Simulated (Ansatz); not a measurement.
**What NaGeCl3 (model cell, started as cubic perovskite with Ge in the octahedra) distorts into**

Aim: this structure of NaGeCl3 (model cell, started as cubic perovskite with Ge in the octahedra) is to be tested for unstable modes, and one is followed downhill.

Method: DFT PBEsol, scalar-relativistic, plane waves, PAW; PAW set soft_1, in Ansatz 0.2.0.

The structure was built from a prototype and need not be the compound's stable phase.

## (1) The structure

The structure is cubic, space group Pm-3m (No. 221). The conventional cell has a = 5.127 Å, b = 5.127 Å, c = 5.127 Å, α = 90.00°, β = 90.00°, γ = 90.00°. Na has 12 Cl at 3.63 Å nearest. Nearest to Ge lie 6 Cl at 2.56 Å. Nearest to Cl lie 2 Ge at 2.56 Å. Farther neighbours and most contacts between anions are not listed.

## (2) Phonons on a q mesh

The cell comes from relaxations at this level that are not shown. Stability and thermal properties need the whole zone. Linear response on a 2×2×2 q mesh gives force constants as far as a supercell of that size would, and the tensors from the zone-centre run are typed in so that the long-range dipole term is interpolated apart.

File input.yaml:

```yaml
crystal:
  lattice:
    - [5.1274103071, 0.0, 0.0]
    - [0.0, 5.1274103071, 0.0]
    - [0.0, 0.0, 5.1274103071]
  atoms:
    - { symbol: Na, position: [0.0, 0.0, 0.0] }
    - { symbol: Ge, position: [0.5, 0.5, 0.5] }
    - { symbol: Cl, position: [0.5, 0.5, 0.0] }
    - { symbol: Cl, position: [0.5, 0.0, 0.5] }
    - { symbol: Cl, position: [0.0, 0.5, 0.5] }
kpoints:
  mp_grid: { grid: [12, 12, 12] }
hamiltonian:
  xc: pbesol
  pseudopotentials: { kind: paw, azcp: { folder: soft_1 }, xc_functional: pbe }
scf:
  occupations: { method: fixed }
output:
  eigenvalues: true
phonons:
  method: dfpt
  qmesh: [2, 2, 2]
  temperatures: { t_max: 1000, t_step: 50 }
  qpath:
    path:
      - [[0.0, 0.0, 0.0], [0.0, 0.5, 0.0], [0.5, 0.5, 0.0], [0.0, 0.0, 0.0], [0.5, 0.5, 0.5], [0.0, 0.5, 0.0]]
      - [[0.5, 0.5, 0.5], [0.5, 0.5, 0.0]]
    npoints: 10
  non_analytic_term:
    high_frequency_dielectric_tensor: [[7.5307, 0.0, 0.0], [0.0, 7.5307, 0.0], [0.0, 0.0, 7.5307]]
    born_effective_charges:
      - { species: Na, tensor: [[1.3094, 0.0, 0.0], [0.0, 1.3094, 0.0], [0.0, 0.0, 1.3094]] }
      - { species: Ge, tensor: [[5.0496, 0.0, 0.0], [0.0, 5.0496, 0.0], [0.0, 0.0, 5.0496]] }
      - { species: Cl, tensor: [[-0.545, 0.0, 0.0], [0.0, -0.545, 0.0], [0.0, 0.0, -5.269]] }
      - { species: Cl, tensor: [[-0.545, 0.0, 0.0], [0.0, -5.269, 0.0], [0.0, 0.0, -0.545]] }
      - { species: Cl, tensor: [[-5.269, 0.0, 0.0], [0.0, -0.545, 0.0], [0.0, 0.0, -0.545]] }
    source: "zone-centre run at this cell"
```

Command:

```console
> ansatz run input.yaml --threads 8 --pin off --max-ram 16384MiB --backend cpu --events-out ev --progress --plain --runs-dir out
```

Numbers of over 12 decimals in the logs are rounded to 6 here.

Log:

```text
Engine: ansatz 0.2.0, aarch64-unknown-linux-gnu
Pseudopotentials: kind: paw
Pseudopotential: Na, paw, valence charge 9, recommended cutoff 420 eV (normal), soft_1/Na.paw.azcp
Pseudopotential: Ge, paw, valence charge 14, recommended cutoff 420 eV (normal), soft_1/Ge.paw.azcp
Pseudopotential: Cl, paw, valence charge 7, recommended cutoff 420 eV (normal), soft_1/Cl.paw.azcp
Functional definition: PBEsol
  exchange = pbesol_x
  correlation = pbesol_c
Crystal: 5 atoms, lattice volume = 134.801 Å³
Basis set: ecut = 420 eV, 2601 PW (Γ), exchange–correlation on 72×72×72 points (8 copies of the dense FFT grid, shifted against one another)
Bands: 27, of which v1, the nominal top of the filled ones, is band 22 counted from 1 (21 counted from 0)
Symmetry: 48 space group operations
k-points: 84 of 1728
Non-local potential: Na, projectors of the file, l = 0: 3, l = 1: 2, l = 2: 1
Non-local potential: Ge, projectors of the file, l = 0: 2, l = 1: 2, l = 2: 3, l = 3: 1
Non-local potential: Cl, projectors of the file, l = 0: 2, l = 1: 2, l = 2: 1
PAW form: soft (Blöchl's): semilocal exchange-correlation on the pseudo side does not see the compensation charge
PAW frozen core: Na, regenerated for the run's functional, and the local potential with it (the file was generated under x = pbe(κ = 0.804, μ = 0.219515), c = pbe(β = 0.066725))
PAW frozen core: Ge, regenerated for the run's functional, and the local potential with it (the file was generated under x = pbe(κ = 0.804, μ = 0.219515), c = pbe(β = 0.066725))
PAW frozen core: Cl, regenerated for the run's functional, and the local potential with it (the file was generated under x = pbe(κ = 0.804, μ = 0.219515), c = pbe(β = 0.066725))
PAW one-centre angular grid: Na, 110 points (default); XC on 64 Gauss nodes
PAW one-centre angular grid: Ge, 590 points (default); XC on 64 Gauss nodes
PAW one-centre angular grid: Cl, 110 points (default); XC on 64 Gauss nodes
Initial density: superposition of atomic densities (chi_scale 0.1, normalization cell, long waves kept (reshape's long-wave potential 0.02 eV rms))
Initial wavefunctions: pseudopotential atomic-orbital guess
Functional: x = pbesol(κ = 0.804, μ = 0.123457), c = pbesol(β = 0.046)
SCF iter   1: F=—  HF=-8918.521809 eV  |F-HF|=—  |Δ(HF+E_count)|=         —  Δρ=5.03e-2  dr2=2.94e0  ethr=3.10e-3  ⟨swp⟩=5.1  Hψ=9374  notcnv=0  defer=214
preconditioner: auto → Resta (q_TF=auto, 2.264 Å⁻¹)  ε∞=3.7  [insulator: Δε(μ)=0.000 eV  Ē_g=9.900 eV  n_scr=26 (ndim 8)  ℏωp=16.3 eV  f_vac=0.027  ε∞_Penn≈3.7]
SCF iter   2: F=—  HF=-8917.357568 eV  |F-HF|=—  |Δ(HF+E_count)|=    1.16e0  Δρ=1.79e-2  dr2=4.79e-1  ethr=3.10e-3  ⟨swp⟩=3.0  Hψ=5292  notcnv=0  defer=217
SCF iter   3: F=—  HF=-8917.171670 eV  |F-HF|=—  |Δ(HF+E_count)|=   1.86e-1  Δρ=6.01e-3  dr2=6.67e-2  ethr=1.09e-3  ⟨swp⟩=2.6  Hψ=4255  notcnv=0  defer=240
SCF iter   4: F=—  HF=-8917.159066 eV  |F-HF|=—  |Δ(HF+E_count)|=   1.26e-2  Δρ=2.19e-3  dr2=8.14e-3  ethr=1.51e-4  ⟨swp⟩=3.0  Hψ=4055  notcnv=0  defer=246
SCF iter   5: F=—  HF=-8917.158062 eV  |F-HF|=—  |Δ(HF+E_count)|=   1.00e-3  Δρ=7.78e-4  dr2=8.99e-4  ethr=1.85e-5  ⟨swp⟩=2.6  Hψ=4198  notcnv=0  defer=248
SCF iter   6: F=—  HF=-8917.158500 eV  |F-HF|=—  |Δ(HF+E_count)|=   4.38e-4  Δρ=1.29e-4  dr2=2.54e-5  ethr=2.04e-6  ⟨swp⟩=2.0  Hψ=3924  notcnv=0  defer=248
SCF iter   7: F=—  HF=-8917.158548 eV  |F-HF|=—  |Δ(HF+E_count)|=   4.79e-5  Δρ=5.59e-5  dr2=4.47e-6  ethr=5.77e-8  ⟨swp⟩=2.0  Hψ=3933  notcnv=0  defer=248
SCF iter   8: F=—  HF=-8917.158546 eV  |F-HF|=—  |Δ(HF+E_count)|=   2.35e-6  Δρ=1.19e-5  dr2=3.26e-7  ethr=1.01e-8  ⟨swp⟩=2.0  Hψ=4045  notcnv=0  defer=205
SCF iter   9: F=—  HF=-8917.158549 eV  |F-HF|=—  |Δ(HF+E_count)|=   3.06e-6  Δρ=3.44e-6  dr2=2.22e-8  ethr=7.41e-10  ⟨swp⟩=2.0  Hψ=4040  notcnv=0  defer=147
SCF iter  10: F=—  HF=-8917.158549 eV  |F-HF|=—  |Δ(HF+E_count)|=   4.12e-8  Δρ=5.99e-7  dr2=6.40e-10  ethr=5.05e-11  ⟨swp⟩=2.0  Hψ=3944  notcnv=0  defer=148
SCF iter  11: F=—  HF=-8917.158549 eV  |F-HF|=—  |Δ(HF+E_count)|=   2.37e-9  Δρ=2.15e-7  dr2=7.36e-11  ethr=1.46e-12  ⟨swp⟩=2.0  Hψ=3920  notcnv=0  defer=148
SCF iter  12: F=-8917.158549 eV  HF=-8917.158549 eV  |F-HF|=3.64e-12  |Δ(HF+E_count)|=  2.76e-10  Δρ=4.74e-8  dr2=5.21e-12  ethr=1.00e-12  ⟨swp⟩=15.4  Hψ=14758  notcnv=0
SCF 1 converged in 12 iterations: F = -8917.158549 eV  dr2 = 5.21e-12
  greatest PAW one-centre occupation: 0.999 electrons in one spin orbital (limit 2), on the Na atom at site 0 (counted from 0), in its partial waves of l = 0
NSCF: frozen V_eff on 84 k-points
NSCF: frozen V_eff on 343 k-points
DFPT response loops at q = (0, 0, 0) (fractional): preconditioner auto → none (the input reference at scf.mixing.eps_inf says where Resta's filter doesn't serve); β = 0.50; Broyden in place of MSR1
NSCF: frozen V_eff on 686 k-points
DFPT response loops at q = (0, 0, -0.5) (fractional): mixed as the last ones told, above
NSCF: frozen V_eff on 686 k-points
DFPT response loops at q = (0, -0.5, -0.5) (fractional): mixed as the last ones told, above
NSCF: frozen V_eff on 686 k-points
DFPT response loops at q = (-0.5, -0.5, -0.5) (fractional): mixed as the last ones told, above
SCF converged after 12 iterations
Free energy (F): -8917.158549 eV
Harris-Foulkes:  -8917.158549 eV  (|F-HF|=3.64e-12)
Internal energy: -8917.158549 eV  (E = F + TS)
E sigma→0 (E₀):  -8917.158549 eV
Fermi energy:    4.571986 eV
--- Per-component energies (eV) ---
  E_band       = -514.014513
  E_kinetic    = 660.773543
  E_local      = -5011.220536  (includes V_loc(G=0)·N_el)
  E_nonlocal   = 585.948506
  E_hartree    = 2046.687214
  E_xc         = -427.101896
  E_vxc        = -460.395837  (∫ρ·V_xc dr)
  E_paw        = -4171.552038  (= ΣΔE_a)
  E_vpaw       = -382.494929  (= ΣTr[D̂ρ^β])
  E_aug_tail   = 0.000331  (compensation charges beyond the density's cutoff)
  E_ewald      = -2601.901603
  E_core_change = 1.207928  (= ΣΔE_core)
  E_smearing   = -0.000000  (= −TS)
  E_closure    = -0.000000  (closes the sum)
  Σ components = -8917.158549   (vs F -8917.158549, Δ=0.00e0)
--- Band table (eV; the first three rows and the last of 84) ---
  k-point 0: bands = [... 18 lower, 0.6925, 0.7739, 0.7739, 0.7739, 5.4119, 9.4622, 9.4622, 9.4705, ... 1 higher]
  k-point 1: bands = [... 18 lower, 0.6807, 0.7632, 0.7632, 0.7768, 5.4892, 9.4169, 9.4478, 9.4478, ... 1 higher]
  k-point 2: bands = [... 18 lower, 0.6490, 0.7508, 0.7508, 0.8157, 5.7097, 9.0408, 9.2681, 9.4112, ... 1 higher]
  k-point 83: bands = [... 18 lower, 1.3479, 1.3479, 1.3479, 4.5720, 4.9197, 4.9197, 4.9197, 6.3794, ... 1 higher]
--- Phonons (Γ-DFPT): 4 representative perturbations + reference (Σ response iterations 12) ---
  ASR residual: 5.850e-5 → 0.000e0 eV/Å²; symmetrization residual: 5.549e-6 eV/Å²
  ASR residual per site (eV/Å²): 5.85e-5 1.68e-5 3.51e-5 3.51e-5 3.51e-5
  Γ frequencies (cm⁻¹): -89.48 -89.48 -89.48 0.00 0.00 0.00 15.84 15.84 15.84 34.58 34.58 34.58 103.34 103.34 103.34
--- Phonons (arbitrary-q DFPT): 4 irreducible q on the 2×2×2 mesh ---
  q = [0.0000, 0.0000, 0.0000] (star 1, of the zone-centre solve; hermiticity 1.78e-5, symmetrization 9.42e-12): -89.48 -89.48 -89.48 -0.00 -0.00 -0.00 15.84 15.84 15.84 34.58 34.58 34.58 103.34 103.34 103.34
  q = [0.0000, 0.0000, -0.5000] (star 3, 9 solved perturbations in 2646 linear systems a pass and spin channel, the states on 343 of 1728 k-point pairs; hermiticity 1.54e-6, symmetrization 2.08e-9): -82.21 -82.21 -20.44 -20.44 42.48 42.48 55.71 64.58 68.07 69.74 69.74 88.06 88.06 185.18 256.58
  q = [0.0000, -0.5000, -0.5000] (star 3, 9 solved perturbations in 2646 linear systems a pass and spin channel, the states on 343 of 1728 k-point pairs; hermiticity 1.73e-6, symmetrization 2.01e-8): -79.42 -79.42 -74.17 -71.02 51.64 57.92 57.92 72.31 73.83 73.83 118.62 186.09 186.09 231.52 262.15
  q = [-0.5000, -0.5000, -0.5000] (star 1, 4 solved perturbations in 931 linear systems a pass and spin channel, the states on 343 of 1728 k-point pairs; hermiticity 7.21e-7, symmetrization 4.06e-10): -83.49 -83.49 -83.49 -74.19 -74.19 -74.19 124.07 124.07 124.07 177.21 177.21 177.21 231.12 231.12 268.96
  sum rule: each row above includes the acoustic sum rule's correction from the zone centre's row sums; it moved no ω² by more than (0.83 cm⁻¹)²
  mesh force constants: q→R imaginary residual 8.03e-18; ASR residual 5.850e-5 → 0.000e0 eV/Å²; symmetrization residual 5.329e-15 eV/Å²
  interpolated dispersion: 63 rows × 15 modes
  density of states and harmonic sums: on the 12×12×12 q-mesh, interpolated from the force constants of a 2×2×2 supercell (with the dipole–dipole term of supplied tensors)
  largest difference from the sums on the solved wave vectors: F 1.01e-1 eV, S 1.12e-4 and C_V 5.68e-5 eV/K
  zero-point energy: 0.075838 eV/cell   skipped modes (ω ≤ 0): 386, of them read as no rigid motion or as one in doubt: 383 (4.624e0 modes/cell left out, lowest -89.48 cm⁻¹)   left out of the sums: 3.08e-1 of the cell's modes: C_V's classical limit lies that fraction below 3 k_B per atom; for a crystal, a wire or a layer, F and S can be off by more, and a phonons.interpolated_qmesh denser along its periods is the remedy for the sampling
```

Wall time 5 min (8 threads of Arm Neoverse V1, shared host); peak memory 3 GiB; 39 min of CPU time.

This step gave:

```
gap on the k-mesh                                       : 0.3477 eV
volume per atom                                         : 26.96 Å³
sum-rule residual before enforcement                    : 5.85e-5 eV/Å²
lowest frequency on the path                            : -89.48 cm⁻¹
point group                                             : m-3m
highest frequency on the path or at a solved wavevector : 269 cm⁻¹
highest optical mode at the zone centre (no LO-TO term) : 103.3 cm⁻¹
lowest optical zone-centre mode                         : -89.48 cm⁻¹
lowest mode on the q mesh (acoustic modes at Γ apart)   : -89.48 cm⁻¹
```

Frequencies (cm⁻¹) solved at each irreducible wavevector; negative means imaginary. Frequencies by wavevector, by row:

```
q in reciprocal lattice units  star  mode 1  mode 2  mode 3  mode 4  mode 13  mode 14  mode 15
                        0 0 0     1   -89.5   -89.5   -89.5       0    103.3    103.3    103.3
                     0 0 -0.5     3   -82.2   -82.2   -20.4   -20.4     88.1    185.2    256.6
                  0 -0.5 -0.5     3   -79.4   -79.4   -74.2     -71    186.1    231.5    262.1
               -0.5 -0.5 -0.5     1   -83.5   -83.5   -83.5   -74.2    231.1    231.1      269
```

Interpolated from a 2×2×2 q mesh, with the LO-TO term (at Γ the limit along the path; where Γ stands inside the path, tables give the limit on arrival). Phonon branches along the path, in cm⁻¹:

| point | branch 1 | branch 2 | branch 3 | branch 4 | branch 12 | branch 13 | branch 14 | branch 15 |
| --- | --- | --- | --- | --- | --- | --- | --- | --- |
| Γ | -90 | -90 | -84 | 0 | 102 | 103 | 103 | 243 |
| halfway | -86 | -86 | -47 | 2 | 98 | 98 | 145 | 250 |
| X | -82 | -82 | -20 | -20 | 88 | 88 | 185 | 257 |
| halfway | -82 | -77 | -54 | -50 | 142 | 176 | 185 | 257 |
| M | -79 | -79 | -74 | -71 | 186 | 186 | 232 | 262 |
| halfway | -82 | -78 | -61 | -34 | 126 | 144 | 166 | 242 |
| Γ | -90 | -90 | -84 | 0 | 102 | 103 | 103 | 243 |
| halfway | -79 | -79 | -66 | -43 | 145 | 167 | 167 | 237 |
| R | -84 | -84 | -84 | -74 | 177 | 231 | 231 | 269 |
| halfway | -80 | -79 | -68 | -56 | 168 | 183 | 184 | 257 |
| X | -82 | -82 | -20 | -20 | 88 | 88 | 185 | 257 |
| jump to R | -84 | -84 | -84 | -74 | 177 | 231 | 231 | 269 |
| halfway | -81 | -81 | -78 | -74 | 182 | 182 | 231 | 263 |
| M | -79 | -79 | -74 | -71 | 186 | 186 | 232 | 262 |

Symmetry leaves 4 wavevectors to solve. The lowest mode among them, the acoustic zeros apart, lies at Γ and is imaginary, 89.5i cm⁻¹, so the energy falls along it.

## (3) The mode frozen in, largest atomic shift 0 Å

The mode followed lies at Γ with frequency 89.5i cm⁻¹ and is 3-fold degenerate, the softest among the wavevectors solved. At small amplitude the distorted cell has space group no. 38 by a symmetry search on the positions. The undistorted cell that holds it gives the zero of energy on the same k mesh.

input.yaml, the sections that differ from step 2:

```yaml
scf:
  occupations: { method: gaussian, width: 0.02 }
output:
  forces: true
  stress: true
  eigenvalues: true
# crystal, kpoints, hamiltonian: as in step 2
# phonons: removed
```

Log:

```text
[...]
Crystal: 5 atoms, lattice volume = 134.801 Å³
Basis set: ecut = 420 eV, 2601 PW (Γ), exchange–correlation on 72×72×72 points (8 copies of the dense FFT grid, shifted against one another)
Bands: 27, of which v1, the nominal top of the filled ones, is band 22 counted from 1 (21 counted from 0)
Symmetry: 48 space group operations
[...]
k-points: 84 of 1728
[...]
k-point 0: bands = [... 18 lower, 0.6924, 0.7739, 0.7739, 0.7739, 5.4118, 9.4619, 9.4619, 9.4705, ... 1 higher]
  k-point 1: bands = [... 18 lower, 0.6807, 0.7632, 0.7632, 0.7768, 5.4891, 9.4166, 9.4477, 9.4477, ... 1 higher]
  k-point 2: bands = [... 18 lower, 0.6490, 0.7507, 0.7507, 0.8157, 5.7096, 9.0407, 9.2679, 9.4112, ... 1 higher]
  k-point 83: bands = [... 18 lower, 1.3478, 1.3478, 1.3478, 4.5719, 4.9196, 4.9196, 4.9196, 6.3794, ... 1 higher]
[key lines of the parts left out:]
SCF converged after 9 iterations
Free energy (F): -8917.158549 eV
Fermi energy:    4.745117 eV
P = ⅓ Tr σ = -0.0000 GPa (-0.000 kbar)
```

Elapsed: 2.9 s, on 8 threads; peak memory 0.67 GiB.

Numbers from this step:

```
pressure                         : -2.60e-5 GPa
energy from the undistorted cell : 0 meV/atom
```

At this level the gap is 0.35 eV on the k-mesh of the self-consistent run, which can miss the band edges.

## (4) The mode frozen in, largest atomic shift 0.6 Å

The atoms are moved along the unstable eigenvector, the largest shift by 0.6 Å, with the cell fixed.

input.yaml, the sections that differ from step 3:

```yaml
crystal:
  lattice:
    - [5.1274103071, 0.0, 0.0]
    - [0.0, 5.1274103071, 0.0]
    - [0.0, 0.0, 5.1274103071]
  atoms:
    - { symbol: Na, position: [0.0, -0.082744318, -0.082744318] }
    - { symbol: Ge, position: [0.5, 0.5009326492, 0.5009326492] }
    - { symbol: Cl, position: [0.5, 0.5219313366, 0.0078872412] }
    - { symbol: Cl, position: [0.5, 0.0078872412, 0.5219313366] }
    - { symbol: Cl, position: [0.0, 0.5219313366, 0.5219313366] }
# kpoints, hamiltonian, scf, output: as in step 3
```

Log:

```text
[...]
Crystal: 5 atoms, lattice volume = 134.801 Å³
Basis set: ecut = 420 eV, 2601 PW (Γ), exchange–correlation on 72×72×72 points (8 copies of the dense FFT grid, shifted against one another)
Bands: 27, of which v1, the nominal top of the filled ones, is band 22 counted from 1 (21 counted from 0)
Symmetry: 4 space group operations
[...]
P = ⅓ Tr σ = 0.3918 GPa (3.918 kbar)
--- Band table (eV; the first three rows and the last of 301) ---
  k-point 0: bands = [... 18 lower, 0.6114, 0.6977, 0.7179, 0.7215, 5.6172, 8.9937, 9.1169, 9.3149]
  k-point 1: bands = [... 18 lower, 0.6007, 0.6765, 0.6870, 0.7435, 5.6916, 8.9948, 9.0711, 9.3098]
  k-point 2: bands = [... 18 lower, 0.5658, 0.6296, 0.6736, 0.7841, 5.9045, 8.7624, 9.0035, 9.2327]
  k-point 300: bands = [... 18 lower, 1.1827, 1.2577, 1.3105, 4.2707, 4.8363, 4.9061, 5.0244, 6.6246]
[key lines of the parts left out:]
SCF converged after 10 iterations
Free energy (F): -8917.271566 eV
Fermi energy:    4.553516 eV
```

Wall time 17 s (8 threads); peak memory 1.1 GiB.

This step gave:

```
pressure                         : 0.3918 GPa
gap on the k-mesh                : 0.5656 eV
energy from the undistorted cell : -22.60 meV/atom
```

The energy, extrapolated to zero smearing, is -22.60 meV/atom against the undistorted cell.

The run ends at a pressure of 0.39 GPa, with forces up to 0.19 eV/Å.

## (5) Energy along the mode, all amplitudes (two of the runs are shown above)

An imaginary frequency means negative curvature, so the energy should fall and then rise again as anharmonic terms take over.

Numbers from this step:

```yaml
depth_at_the_lowest_point_sampled: 22.60 meV/atom
largest_atomic_shift_at_that_point: 0.6 Å
```

The energy from the parent by largest atomic shift:

```csv
largest atomic shift (Å),energy from the parent (meV/atom)
0.000,0
0.040,-0.133
0.080,-0.531
0.140,-1.61
0.220,-3.92
0.320,-8.01
0.450,-14.7
0.600,-22.6
```

Displacement at unit largest shift by atom:

| atom | x (Å) | y (Å) | z (Å) | size |
| --- | --- | --- | --- | --- |
| Na1 | 0.000 | -0.707 | -0.707 | 1.000 |
| Ge2 | 0.000 | 0.008 | 0.008 | 0.011 |
| Cl3 | 0.000 | 0.187 | 0.067 | 0.199 |
| Cl4 | 0.000 | 0.067 | 0.187 | 0.199 |
| Cl5 | 0.000 | 0.187 | 0.187 | 0.264 |

The lowest of the steps tried is the last one, at 0.6 Å, 22.6 meV/atom below the parent; the bottom of the well need not coincide with a step.

(Continued in part 2 of 3.)

[Logs are printed without paths, hosts, clocks, repeated set-up lines and the standing remarks that a program may print on its own settings, such as how far it seeks lower states.]

[Hosts, paths, dates, database ids (printed as entryN), source tags and the programs' standing remarks are cut or masked in the printed files.]
